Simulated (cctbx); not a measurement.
## Interatomic vectors of Ca2PrMn3S8O

Space group Pnma (no. 62), a = 19.9930 Å, b = 9.1550 Å, c = 6.4460 Å, α = 90.00°, β = 90.00°, γ = 90.00°, content Pr4 Mn12 Ca8 S32 O4.

Simulated single-crystal data (cctbx): Cu Kα, λ = 1.54184 Å, to d = 0.8 Å, 70 % of the full sphere, strongest reflection 40000 counts, noise from counting, a 4 % proportional error and a noise floor of 8 counts (s.d.); no absorption.

Patterson synthesis from sharpened amplitudes, origin scaled to 1000:

```text
Patterson group P m m m
      u       v       w   height  length (A)
  0.000   0.000   0.000   1000.0     0.00
  0.500   0.000   0.500    718.3    10.50
  0.332   0.000   0.000    646.9     6.64
  0.168   0.000   0.500    427.0     4.66
  0.203   0.500   0.500    290.7     6.92
  0.295   0.500   0.000    259.0     7.46
  0.314   0.248   0.500    226.9     7.41
  0.484   0.252   0.000    226.0     9.95
  0.016   0.252   0.500    224.8     3.98
  0.186   0.248   0.000    220.6     4.36
  0.352   0.250   0.500    213.9     8.07
  0.149   0.250   0.000    210.2     3.75
  0.475   0.500   0.500    146.7    11.02
  0.500   0.500   0.500    141.0    11.46
```

**Question.** Which atom pairs make the peaks, and where is the heaviest atom?

A peak at u stands for all pairs with xi − xj = u, with weight Σ ZiZj against Σ Z² = 33072 at the origin. Peak heights follow these weights only roughly, since form factors, motion and series ripples differ, all vectors within 0.55 Å of a peak are counted as merged into it though the farther ones add only part of their weight, and F(000) is left out, which lowers the whole map:

| u | v | w | shortest length (Å) | height | 1000 ΣZiZj/ΣZ² | pairs in the cell |
| --- | --- | --- | --- | --- | --- | --- |
| 0.500 | 0.000 | 0.500 | 10.50 | 718 | 745 | 4 × Pr–Pr, 12 × Mn–Mn, 8 × Ca–Ca |
| 0.332 | 0.000 | 0.000 | 6.64 | 647 | 808 | 8 × Pr–Ca, 12 × Mn–Mn, 28 × S–S, 4 × Ca–Ca, 8 × S–O |
| 0.168 | 0.000 | 0.500 | 4.66 | 427 | 561 | 8 × Pr–Ca, 12 × Mn–Mn, 4 × Ca–Ca |
| 0.203 | 0.500 | 0.500 | 6.91 | 291 | 294 | 2 × Pr–Pr, 4 × Ca–Ca, 4 × S–S, 2 × O–O |
| 0.295 | 0.500 | 0.000 | 7.47 | 259 | 259 | 2 × Pr–Pr, 4 × Ca–Ca |
| 0.314 | 0.248 | 0.500 | 7.41 | 227 | 299 | 4 × Pr–Mn, 8 × Mn–Ca |
| 0.484 | 0.252 | 0.000 | 9.95 | 226 | 299 | 4 × Pr–Mn, 8 × Mn–Ca |
| 0.016 | 0.252 | 0.500 | 3.98 | 225 | 299 | 4 × Pr–Mn, 8 × Mn–Ca |
| 0.186 | 0.248 | 0.000 | 4.36 | 221 | 299 | 4 × Pr–Mn, 8 × Mn–Ca |
| 0.352 | 0.250 | 0.500 | 8.07 | 214 | 299 | 4 × Pr–Mn, 8 × Mn–Ca |

The table stops at ten peaks or at a height of 45, below which ripples compete. In the model behind the data Pr, the heaviest element, has 1 independent site: (0.1478, 1/4, 0.5087), up to an allowed shift of origin; the Pr–Pr vectors are differences of these positions and their symmetry mates. The whole model:

```csv
atom,mult.,x,y,z,Ueq (Å²)
Pr1,4,0.1478,1/4,0.5087,0.0103
Mn1,8,0.6653,0.5036,0.5030,0.0110
Mn2,4,0,1/2,1/2,0.0144
Ca1,4,0.8173,1/4,0.5111,0.0127
Ca2,4,0.4779,1/4,0.5180,0.0137
S1,4,0.6773,1/4,0.4025,0.0132
S2,4,0.0057,1/4,0.4125,0.0163
S3,8,0.7665,0.5457,0.3039,0.0137
S4,8,0.1017,0.5330,0.3010,0.0139
S5,8,0.4279,0.5527,0.2939,0.0119
O1,4,0.3441,1/4,0.4137,0.0179
```

The model was made for the exercise: a known structure type with other elements put in, its volume estimated, not relaxed; displacement parameters are assumed.

[Logs are printed without paths, hosts, clocks, repeated set-up lines and the standing remarks that a program may print on its own settings, such as how far it seeks lower states.]
